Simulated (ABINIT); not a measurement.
Planning a run of ABINIT 10.8.3 on PbO (P4/nmm). The input:

```
acell 3*1.0 Angstrom
rprim 
  3.960000000000 0.000000000000 0.000000000000
  0.000000000000 3.960000000000 0.000000000000
  0.000000000000 0.000000000000 5.070000000000
ntypat 2
znucl 82 8
natom 4
typat 1 1 2 2
xred 
  0.000000000000 0.500000000000 0.238990104020
  0.500000000000 0.000000000000 0.761009895980
  0.000000000000 0.000000000000 0.000000000000
  0.500000000000 0.500000000000 0.000000000000
pp_dirpath "pseudos"
pseudos "Pb.upf, O.upf"
ecut 42
nspinor 2
ngkpt 2 2 2
nshiftk 1
shiftk 0 0 0
kptopt 1
chksymbreak 0
iscf -2
irdden 1
istwfk *1
nband 144
nbdbuf 12
tolwfr 1e-09
nstep 60
prtvol 0
indata_prefix "in"
outdata_prefix "out"
tmpdata_prefix "tmp"
```

The database entry behind the starting cell differs from later determinations by our own check (c about 1 % long), so it need not match the best structure at ambient conditions.

```sh
OMP_NUM_THREADS=1 mpirun -n 4 abinit run.abi > log
```

How long will it take on 4 MPI ranks of Arm Neoverse V2, shared host, and how much memory?

It took 2.3 min; on shared hardware allow 70 s to 4.7 min. Peak host memory was 0.55 GiB.

[Paths, hosts, dates, memory and timing lines, banners, echoed tables and standing remarks are left out of the program output.]

[Logs are printed without paths, hosts, clocks, repeated set-up lines and the standing remarks that a program may print on its own settings, such as how far it seeks lower states.]

[Runs of the session that timed out or met a known fault of the program may be left out.]

[Hosts, paths, dates, database ids (printed as entryN), source tags and the programs' standing remarks are cut or masked in the printed files.]

[G0W0 gaps are taken among the corrected bands and points alone; a level outside them can change the order at an edge.]

[Where Ansatz stands beside ABINIT at settings called matched, ABINIT's density can come from a denser mesh and the files from another edition; pairs whose starting gaps differed by over 0.03 eV were left out, so agreement reads better than it is.]
